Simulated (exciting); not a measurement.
## SrO: the O K edge from the Bethe–Salpeter equation

Wanted: the near-edge spectrum and the bound core excitons at the O K edge of SrO.

Main program and level: exciting sodium; X-ray absorption, core-level Bethe-Salpeter equation, exchange and statically screened direct term, Tamm-Dancoff, all-electron LAPW+lo PBE.

The database entry behind the starting cell differs from later determinations by our own check (about 0.5 % short), so it need not match the best structure at ambient conditions.

### Step 1. The structure

It takes space group Fm-3m (No. 225, cubic). Conventional cell: a = 5.133 Å, b = 5.133 Å, c = 5.133 Å, α = 90.00°, β = 90.00°, γ = 90.00°. Nearest to Sr lie 6 O at 2.57 Å. Nearest to O lie 6 Sr at 2.57 Å. Farther neighbours and most contacts between anions are not listed.

Structure file:

```xyz
2
Lattice="0.0000 2.5663 2.5663 2.5663 0.0000 2.5663 2.5663 2.5663 0.0000" Properties=species:S:1:pos:R:3 pbc="T T T"
Sr    2.5663    2.5663    2.5663
O     0.0000    0.0000    0.0000
```

Differences between curves are given as r.m.s. difference over r.m.s. height.

### Step 2. The self-consistent potential

The species files are the program's own, with muffin-tin radii set in the input.

input.xml reads:

```
<input>
  <title>SrO</title>
  <structure speciespath="." autormt="false" epslat="1.0e-5">
    <crystal>
      <basevect>0.0000000000 4.8496041527 4.8496041527</basevect>
      <basevect>4.8496041527 0.0000000000 4.8496041527</basevect>
      <basevect>4.8496041527 4.8496041527 0.0000000000</basevect>
    </crystal>
    <species speciesfile="Sr.xml" rmt="2.464">
      <atom coord="0.5000000000 0.5000000000 0.5000000000"/>
    </species>
    <species speciesfile="O.xml" rmt="2.240">
      <atom coord="0.0000000000 0.0000000000 0.0000000000"/>
    </species>
  </structure>
  <groundstate do="fromscratch" xctype="GGA_PBE" ngridk="5 5 5" rgkmax="7" gmaxvr="14" nempty="8" swidth="0.001" maxscl="100" epsengy="1e-5"/>
</input>
```

Launch:

```console
$ OMP_NUM_THREADS=1 mpirun -n 2 exciting
```

Numbers of over 12 decimals in the logs are rounded to 6 here.

Output:

```text
EXCITING SODIUM started
********************************************************************************
* Ground-state run starting from atomic densities                              *
********************************************************************************
+ Starting initialization                                                      +
[... lattice and species ...]
 Spin treatment                             :    spin-unpolarised
 Number of Bravais lattice symmetries       :      48
[...]
+ Self-consistent loop stopped                                                 +
 STATE.OUT is written
********************************************************************************
* Groundstate module stopped                                                   *
********************************************************************************
 Total time spent (seconds)                 :        11.95
- CAUTION! Warnings have been written in file WARNING.OUT !                    -
| EXCITING SODIUM stopped                                                      =
[key lines of the parts left out:]
Total energy                               :     -3255.23510933
Fermi energy                               :         0.21030399
```

It took 14 s on 2 MPI ranks of Arm Neoverse V1, shared host.

The warnings file holds hints only, no warning.

The mesh shows a gap of 3.52 eV. Core levels (Dirac, from the valence top):

| atom | level | energy (eV) |
| --- | --- | --- |
| Sr | 2s1/2 | -2147.8 |
| Sr | 2p1/2 | -1953.8 |
| Sr | 2p3/2 | -1885.4 |
| Sr | 3s1/2 | -324.6 |
| Sr | 3p1/2 | -254.2 |
| Sr | 3p3/2 | -243.7 |
| Sr | 3d3/2 | -120.1 |
| Sr | 3d5/2 | -118.2 |
| O | 1s1/2 | -503.2 |

### Step 3. A richer basis for the empty states

Each species file gets more local orbitals, built from u and its energy derivative at 0.15 Ha and u at 0.9 Ha.

input.xml is that of step 2.

SPECIES.xml, added lines reads:

```
<lo l="L">  <!-- L = 0, 1, 2 -->
  <wf matchingOrder="0" trialEnergy="0.1500" searchE="false"/>
  <wf matchingOrder="1" trialEnergy="0.1500" searchE="false"/>
  <wf matchingOrder="0" trialEnergy="0.9000" searchE="false"/>
</lo>
```

Launch:

```console
$ OMP_NUM_THREADS=1 mpirun -n 2 exciting
```

Output:

```text
EXCITING SODIUM started
********************************************************************************
* Ground-state run starting from atomic densities                              *
********************************************************************************
+ Starting initialization                                                      +
[... lattice and species ...]
 Spin treatment                             :    spin-unpolarised
 Number of Bravais lattice symmetries       :      48
[...]
+ Self-consistent loop stopped                                                 +
 STATE.OUT is written
********************************************************************************
* Groundstate module stopped                                                   *
********************************************************************************
 Total time spent (seconds)                 :        12.89
- CAUTION! Warnings have been written in file WARNING.OUT !                    -
| EXCITING SODIUM stopped                                                      =
[key lines of the parts left out:]
Total energy                               :     -3255.23668745
Fermi energy                               :         0.21089801
```

The job ended after 14 s (2 MPI ranks).

Against the first ground state the total energy moves by -21 meV an atom and the gap by -0.02 eV.

### Step 4. Screening, kernels and BSE for O atom 2

The absorber has 6 Sr at 2.57 Å (octahedral, site symmetry m-3m).

Changes to input.xml since step 3:

```diff
@@ -15,3 +15,20 @@
   </structure>
-  <groundstate do="fromscratch" xctype="GGA_PBE" ngridk="5 5 5" rgkmax="7" gmaxvr="14" nempty="8" swidth="0.001" maxscl="100" epsengy="1e-5"/>
+  <groundstate do="skip" xctype="GGA_PBE" ngridk="5 5 5" rgkmax="7" gmaxvr="14" nempty="8" swidth="0.001" maxscl="100" epsengy="1e-5"/>
+  <xs xstype="BSE" ngridk="5 5 5" ngridq="5 5 5" vkloff="0.097 0.273 0.493" rgkmax="7" nempty="24" gqmax="3" lmaxapwwf="5" lmaxemat="2" broad="0.01654" tevout="true">
+    <energywindow intv="18.175 19.792" points="439"/>
+    <screening screentype="full" nempty="40"/>
+    <BSE xas="true" xasspecies="2" xasatom="1" xasedge="K" bsetype="singlet" nstlxas="1 20"/>
+    <qpointset>
+      <qpoint>0 0 0</qpoint>
+    </qpointset>
+    <plan>
+      <doonly task="xsgeneigvec"/>
+      <doonly task="writepmatxs"/>
+      <doonly task="scrgeneigvec"/>
+      <doonly task="scrwritepmat"/>
+      <doonly task="screen"/>
+      <doonly task="scrcoulint"/>
+      <doonly task="exccoulint"/>
+    </plan>
+  </xs>
 </input>
```

input.xml for the last start (plan only) reads:

```
  <plan>
    <doonly task="bse"/>
  </plan>
```

Launch:

```console
$ OMP_NUM_THREADS=1 mpirun -n 2 exciting
$ OMP_NUM_THREADS=2 exciting
```

Output:

```text
| EXCITING SODIUM started for task xsgeneigvec ( 301)                          =
One-shot GS runs for BSE calculations
One-shot GS runs for k+qmt/2 grids
Info(xsgeneigvec): Generating eigenvectors for Q-point      1
Info(xsgeneigvec): Generation of eigenvectors finished
| EXCITING SODIUM started for task writepmatxs ( 320)                          =
Info(writepmatxs): Momentum matrix elements finished
| EXCITING SODIUM started for task scrgeneigvec ( 401)                         =
One-shot GS runs for BSE calculations
One-shot GS runs for k+qmt/2 grids
[...]
Info(setup_bse_block): Setting up RR part of hamiltonian
Info(setup_bse_block): Singlet spin state
Info(bse): Diagonalizing RR Hamiltonian (TDA)
Info(bse): Invoking Lapack routine ZHEEVR
      5000 eigen solutions found in the interval:
         i1=       1 i2=    5000
Info(bse): Writing excition energies and oscillator strengths to text file.
Info(makespectrum_dist): Making spectrum using formula for coupling with time reversed AR basis.
Info(makespectrum_dist): Using formalism for vanishing momentum transfer.
Info(writederived): Writing quantities derived from the macroscopic dielectric function.
Info(bselauncher): Spectrum finished for iqmt=  1
Info(bselauncher): All done for BSE type singlet
```

The job ended after 20 min (2 MPI ranks).

Wall time by task: xsgeneigvec 3.7 s, writepmatxs 9.9 s, scrgeneigvec 2.7 s, scrwritepmat 2.1 s, screen 81 s, scrcoulint 8.6 min, exccoulint 8.3 min, bse 1.9 min.

The O K spectrum of O atom 2 (energy from the Kohn–Sham onset, core level to the lowest empty state found on the meshes used, 506.46 eV; the shifted mesh sets it, since it comes nearer the band minimum than the ground-state mesh; Im ε scaled to the maximum of the singlet run; cut below the end of the band set):

| E (eV) | Im ε |
| --- | --- |
| -3.5 | 0.02 |
| -3.0 | 0.03 |
| -2.5 | 0.04 |
| -2.0 | 0.05 |
| -1.5 | 0.08 |
| -1.0 | 0.13 |
| -0.5 | 0.27 |
| 0.0 | 0.60 |
| 0.5 | 0.94 |
| 1.0 | 0.94 |
| 1.5 | 0.70 |
| 2.0 | 0.49 |
| 2.5 | 0.38 |
| 3.0 | 0.35 |
| 3.5 | 0.34 |
| 4.0 | 0.42 |
| 4.5 | 0.53 |
| 5.0 | 0.43 |
| 5.5 | 0.39 |
| 6.0 | 0.41 |
| 6.5 | 0.38 |
| 7.0 | 0.28 |
| 7.5 | 0.21 |
| 8.0 | 0.20 |
| 8.5 | 0.25 |
| 9.0 | 0.19 |
| 9.5 | 0.15 |
| 10.0 | 0.13 |
| 10.5 | 0.11 |
| 11.0 | 0.11 |
| 11.5 | 0.13 |
| 12.0 | 0.16 |
| 12.5 | 0.14 |
| 13.0 | 0.11 |
| 13.5 | 0.09 |
| 14.0 | 0.07 |
| 14.5 | 0.08 |
| 15.0 | 0.10 |
| 15.5 | 0.15 |
| 16.0 | 0.22 |
| 16.5 | 0.28 |
| 17.0 | 0.27 |
| 17.5 | 0.34 |
| 18.0 | 0.38 |
| 18.5 | 0.39 |
| 19.0 | 0.36 |
| 19.5 | 0.32 |
| 20.0 | 0.18 |
| 20.5 | 0.12 |
| 21.0 | 0.11 |
| 21.5 | 0.11 |
| 22.0 | 0.11 |
| 22.5 | 0.11 |
| 23.0 | 0.10 |
| 23.5 | 0.10 |
| 24.0 | 0.11 |
| 24.5 | 0.10 |
| 25.0 | 0.10 |

Maxima (height): 0.7 eV (1.00), 4.5 eV (0.53), 6.1 eV (0.41), 8.6 eV (0.26), 12.1 eV (0.16) and 18.4 eV (0.39).

The Hamiltonian has 5000 rows. The lowest groups of eigenvalues and the brightest ones, on the scale above. Core spinors bring spin-forbidden partners, so dark means forbidden by spin or by symmetry, and the shifted mesh splits states that symmetry would keep together:

| energy (eV) | states within 10 meV | relative strength |
| --- | --- | --- |
| -0.682 | 2 | 0.0065 |
| -0.538 | 2 | 0.0050 |
| -0.519 | 2 | 0.0098 |
| -0.255 | 2 | 0.24 |
| -0.217 | 2 | 0.095 |
| -0.191 | 2 | 0.0066 |
| 0.001 | 2 | 0.54 |
| 0.135 | 2 | 0.65 |
| 0.476 | 2 | 0.63 |
| 0.636 | 2 | 0.84 |
| 0.661 | 1 | 1.00 |
| 0.731 | 2 | 0.59 |
| 1.212 | 4 | 0.56 |

### Step 5. Independent particles

Changes to input.xml since step 4:

```diff
@@ -19,3 +19,3 @@
     <screening screentype="full" nempty="40"/>
-    <BSE xas="true" xasspecies="2" xasatom="1" xasedge="K" bsetype="singlet" nstlxas="1 20"/>
+    <BSE xas="true" xasspecies="2" xasatom="1" xasedge="K" bsetype="IP" nstlxas="1 20"/>
     <qpointset>
@@ -24,9 +24,3 @@
     <plan>
-      <doonly task="xsgeneigvec"/>
-      <doonly task="writepmatxs"/>
-      <doonly task="scrgeneigvec"/>
-      <doonly task="scrwritepmat"/>
-      <doonly task="screen"/>
-      <doonly task="scrcoulint"/>
-      <doonly task="exccoulint"/>
+      <doonly task="bse"/>
     </plan>
```

Launch:

```console
$ OMP_NUM_THREADS=2 exciting
```

Output:

```text
| EXCITING SODIUM started for task bse ( 445)                                  =
Info(bselauncher): Init time:    0.694278
Info(bselauncher): Setting up and diagonalizing BSE Hamiltonian.
Info(bselauncher): Using momentum transfer vectors from list :   1 to  1
Info(bselauncher): Distributing qmt-points over   1 processes.
Info(bselauncher): BSE type: IP
Info(bselauncher): Momentum transfer list index: iqmt=  1
Info(bselauncher): Momentum transfer: vqmtl=   0.000   0.000   0.000
Info(bse): Inspecting occupations...
Info(setranges_modxs): Number of non-reduced k-points:      125
[...]
highest unoccupied state:  28
  Opening gap with a scissor of:      0.000/H      0.000/eV
Info(select_transitions): Number of participating transitions:    5000
Info(bse): Selecting transitions...
Info(bse):bsegap (eV):   506.455520
Info(bse): IP requested, nothing much to do
Info(bse): Writing excition energies and oscillator strengths to text file.
Info(makespectrum_dist): Making spectrum using formula for coupling with time reversed AR basis.
Info(makespectrum_dist): Using formalism for vanishing momentum transfer.
Info(writederived): Writing quantities derived from the macroscopic dielectric function.
Info(bselauncher): Spectrum finished for iqmt=  1
Info(bselauncher): All done for BSE type IP
```

Run time: 1.5 s. Hardware: 2 threads.

Maxima (height): 3.1 eV (0.47), 5.8 eV (0.42), 8.0 eV (0.57), 9.6 eV (0.33) and 20.5 eV (0.67); 2 lower ones aren't listed. The spectrum differs from the singlet run by 76 % r.m.s. Moving the earlier curve by +2.5 eV leaves 39 %. The highest maximum lies at 20.5 eV (0.67), against 0.7 eV (1.00).

### Step 6. Exchange alone

Changes to input.xml since step 5:

```diff
@@ -19,3 +19,3 @@
     <screening screentype="full" nempty="40"/>
-    <BSE xas="true" xasspecies="2" xasatom="1" xasedge="K" bsetype="IP" nstlxas="1 20"/>
+    <BSE xas="true" xasspecies="2" xasatom="1" xasedge="K" bsetype="RPA" nstlxas="1 20"/>
     <qpointset>
```

Launch:

```console
$ OMP_NUM_THREADS=2 exciting
```

Output:

```text
| EXCITING SODIUM started for task bse ( 445)                                  =
Info(bselauncher): Init time:    0.694377
Info(bselauncher): Setting up and diagonalizing BSE Hamiltonian.
Info(bselauncher): Using momentum transfer vectors from list :   1 to  1
Info(bselauncher): Distributing qmt-points over   1 processes.
Info(bselauncher): BSE type: RPA
Info(bselauncher): Momentum transfer list index: iqmt=  1
Info(bselauncher): Momentum transfer: vqmtl=   0.000   0.000   0.000
Info(bse): Inspecting occupations...
Info(setranges_modxs): Number of non-reduced k-points:      125
[...]
Info(setup_bse_block): Setting up RR part of hamiltonian
Info(setup_bse_block): Using RPA approximation
Info(bse): Diagonalizing RR Hamiltonian (TDA)
Info(bse): Invoking Lapack routine ZHEEVR
      5000 eigen solutions found in the interval:
         i1=       1 i2=    5000
Info(bse): Writing excition energies and oscillator strengths to text file.
Info(makespectrum_dist): Making spectrum using formula for coupling with time reversed AR basis.
Info(makespectrum_dist): Using formalism for vanishing momentum transfer.
Info(writederived): Writing quantities derived from the macroscopic dielectric function.
Info(bselauncher): Spectrum finished for iqmt=  1
Info(bselauncher): All done for BSE type RPA
```

Elapsed: 1.9 min, on 2 threads.

Maxima (height): 3.1 eV (0.45), 5.8 eV (0.41), 8.1 eV (0.57), 9.6 eV (0.34) and 20.6 eV (0.68); 2 lower ones aren't listed. Against the independent-particle run the r.m.s. difference is 3 %.

### Step 7. Coarser mesh

Changed against the first singlet run: k mesh from 5×5×5 to 3×3×3.

Changes to input.xml since step 6:

```diff
@@ -16,6 +16,6 @@
   <groundstate do="skip" xctype="GGA_PBE" ngridk="5 5 5" rgkmax="7" gmaxvr="14" nempty="8" swidth="0.001" maxscl="100" epsengy="1e-5"/>
-  <xs xstype="BSE" ngridk="5 5 5" ngridq="5 5 5" vkloff="0.097 0.273 0.493" rgkmax="7" nempty="24" gqmax="3" lmaxapwwf="5" lmaxemat="2" broad="0.01654" tevout="true">
+  <xs xstype="BSE" ngridk="3 3 3" ngridq="3 3 3" vkloff="0.097 0.273 0.493" rgkmax="7" nempty="24" gqmax="3" lmaxapwwf="5" lmaxemat="2" broad="0.01654" tevout="true">
     <energywindow intv="18.175 19.792" points="439"/>
     <screening screentype="full" nempty="40"/>
-    <BSE xas="true" xasspecies="2" xasatom="1" xasedge="K" bsetype="RPA" nstlxas="1 20"/>
+    <BSE xas="true" xasspecies="2" xasatom="1" xasedge="K" bsetype="singlet" nstlxas="1 20"/>
     <qpointset>
@@ -24,3 +24,9 @@
     <plan>
-      <doonly task="bse"/>
+      <doonly task="xsgeneigvec"/>
+      <doonly task="writepmatxs"/>
+      <doonly task="scrgeneigvec"/>
+      <doonly task="scrwritepmat"/>
+      <doonly task="screen"/>
+      <doonly task="scrcoulint"/>
+      <doonly task="exccoulint"/>
     </plan>
```

input.xml for the last start (plan only) reads:

```
  <plan>
    <doonly task="bse"/>
  </plan>
```

Launch:

```console
$ OMP_NUM_THREADS=1 mpirun -n 2 exciting
$ OMP_NUM_THREADS=2 exciting
```

Output:

```text
| EXCITING SODIUM started for task xsgeneigvec ( 301)                          =
One-shot GS runs for BSE calculations
One-shot GS runs for k+qmt/2 grids
Info(xsgeneigvec): Generating eigenvectors for Q-point      1
Info(xsgeneigvec): Generation of eigenvectors finished
| EXCITING SODIUM started for task writepmatxs ( 320)                          =
Info(writepmatxs): Momentum matrix elements finished
| EXCITING SODIUM started for task scrgeneigvec ( 401)                         =
One-shot GS runs for BSE calculations
One-shot GS runs for k+qmt/2 grids
[...]
Info(setup_bse_block): Setting up RR part of hamiltonian
Info(setup_bse_block): Singlet spin state
Info(bse): Diagonalizing RR Hamiltonian (TDA)
Info(bse): Invoking Lapack routine ZHEEVR
      1080 eigen solutions found in the interval:
         i1=       1 i2=    1080
Info(bse): Writing excition energies and oscillator strengths to text file.
Info(makespectrum_dist): Making spectrum using formula for coupling with time reversed AR basis.
Info(makespectrum_dist): Using formalism for vanishing momentum transfer.
Info(writederived): Writing quantities derived from the macroscopic dielectric function.
Info(bselauncher): Spectrum finished for iqmt=  1
Info(bselauncher): All done for BSE type singlet
```

The job ended after 2.6 min (2 MPI ranks).

Wall time by task: xsgeneigvec 2.7 s, writepmatxs 3.5 s, scrgeneigvec 1.5 s, scrwritepmat 1.6 s, screen 8.1 s, scrcoulint 26 s, exccoulint 1.8 min, bse 2.1 s.

These settings are cheaper. The spectrum differs from the singlet run by 6 % r.m.s. The first bright state moves from -0.26 to -0.35 eV. The lowest bare transition of this run lies at 0.15 eV, against 0.00. A coarse mesh samples few band energies, and it inflates the long-range part of the attraction.

| E (eV) | first run | this run |
| --- | --- | --- |
| -3.0 | 0.03 | 0.03 |
| -2.0 | 0.05 | 0.05 |
| -1.0 | 0.13 | 0.14 |
| 0.0 | 0.60 | 0.56 |
| 1.0 | 0.94 | 0.95 |
| 2.0 | 0.49 | 0.54 |
| 3.0 | 0.35 | 0.34 |
| 4.0 | 0.42 | 0.45 |
| 5.0 | 0.43 | 0.40 |
| 6.0 | 0.41 | 0.42 |
| 7.0 | 0.28 | 0.29 |
| 8.0 | 0.20 | 0.20 |
| 9.0 | 0.19 | 0.19 |
| 10.0 | 0.13 | 0.13 |
| 11.0 | 0.11 | 0.12 |
| 12.0 | 0.16 | 0.16 |
| 13.0 | 0.11 | 0.10 |
| 14.0 | 0.07 | 0.07 |
| 15.0 | 0.10 | 0.10 |
| 16.0 | 0.22 | 0.25 |
| 17.0 | 0.27 | 0.27 |
| 18.0 | 0.38 | 0.36 |
| 19.0 | 0.36 | 0.42 |
| 20.0 | 0.18 | 0.17 |
| 21.0 | 0.11 | 0.12 |
| 22.0 | 0.11 | 0.11 |
| 23.0 | 0.10 | 0.10 |
| 24.0 | 0.11 | 0.11 |
| 25.0 | 0.10 | 0.11 |

### Step 8. From independent particles to the full kernel

| level | curve passes 0.15 (eV) | highest maximum (eV) | its height |
| --- | --- | --- | --- |
| IP | 1.4 | 20.5 | 0.67 |
| RPA | 1.5 | 20.6 | 0.68 |
| singlet | -0.9 | 0.7 | 1.00 |

| E (eV) | IP | RPA | singlet |
| --- | --- | --- | --- |
| -3.0 | 0.01 | 0.01 | 0.03 |
| -2.0 | 0.01 | 0.01 | 0.05 |
| -1.0 | 0.02 | 0.02 | 0.13 |
| 0.0 | 0.04 | 0.04 | 0.60 |
| 1.0 | 0.10 | 0.10 | 0.94 |
| 2.0 | 0.25 | 0.23 | 0.49 |
| 3.0 | 0.47 | 0.44 | 0.35 |
| 4.0 | 0.44 | 0.43 | 0.42 |
| 5.0 | 0.30 | 0.30 | 0.43 |
| 6.0 | 0.40 | 0.39 | 0.41 |
| 7.0 | 0.39 | 0.38 | 0.28 |
| 8.0 | 0.57 | 0.57 | 0.20 |
| 9.0 | 0.31 | 0.32 | 0.19 |
| 10.0 | 0.28 | 0.28 | 0.13 |
| 11.0 | 0.20 | 0.20 | 0.11 |
| 12.0 | 0.15 | 0.15 | 0.16 |
| 13.0 | 0.21 | 0.21 | 0.11 |
| 14.0 | 0.15 | 0.15 | 0.07 |
| 15.0 | 0.08 | 0.08 | 0.10 |
| 16.0 | 0.10 | 0.10 | 0.22 |
| 17.0 | 0.18 | 0.18 | 0.27 |
| 18.0 | 0.20 | 0.19 | 0.38 |
| 19.0 | 0.30 | 0.30 | 0.36 |
| 20.0 | 0.45 | 0.44 | 0.18 |
| 21.0 | 0.46 | 0.48 | 0.11 |
| 22.0 | 0.22 | 0.23 | 0.11 |
| 23.0 | 0.19 | 0.20 | 0.10 |
| 24.0 | 0.15 | 0.16 | 0.11 |
| 25.0 | 0.16 | 0.16 | 0.10 |

### Step 9. Outcome

| Item | Value |
| --- | --- |
| absorber and edge | O K, atom 2 |
| surroundings | 6 Sr at 2.57 Å (octahedral, site symmetry m-3m) |
| first bright state | -0.26 eV from the Kohn–Sham onset, on this mesh |
| highest maximum | 0.7 eV |
| cost of the BSE run | 20 min on 2 MPI ranks of Arm Neoverse V1, shared host; the last task ran on as many threads |

In words: Is a core exciton bound? Undecided on this mesh: the first bright state (over 5 % of the brightest) lies at -0.26 eV from the Kohn–Sham onset; weaker or dark states reach down to -0.68 eV. Exchange alone changes the independent-particle spectrum by 3 % r.m.s. Binding energies aren't converged on 125 k points. Exchange and the short-range direct term aren't converged in the kernel cutoff. The zero comes from the shifted mesh, which comes near the band minimum without meeting it. The Kohn–Sham onset, 506 eV, is no photon energy: the scale needs a rigid shift. Bands and screening come from semilocal DFT, whose small gap overscreens. Vibrations and energy-dependent lifetimes are left out. The structure is a published determination, not relaxed.

[Banner, clock and machine lines of the logs are left out without a mark of their own.]

[Logs are printed without paths, hosts, clocks, repeated set-up lines and the standing remarks that a program may print on its own settings, such as how far it seeks lower states.]

[Hosts, paths, dates, database ids (printed as entryN), source tags and the programs' standing remarks are cut or masked in the printed files.]
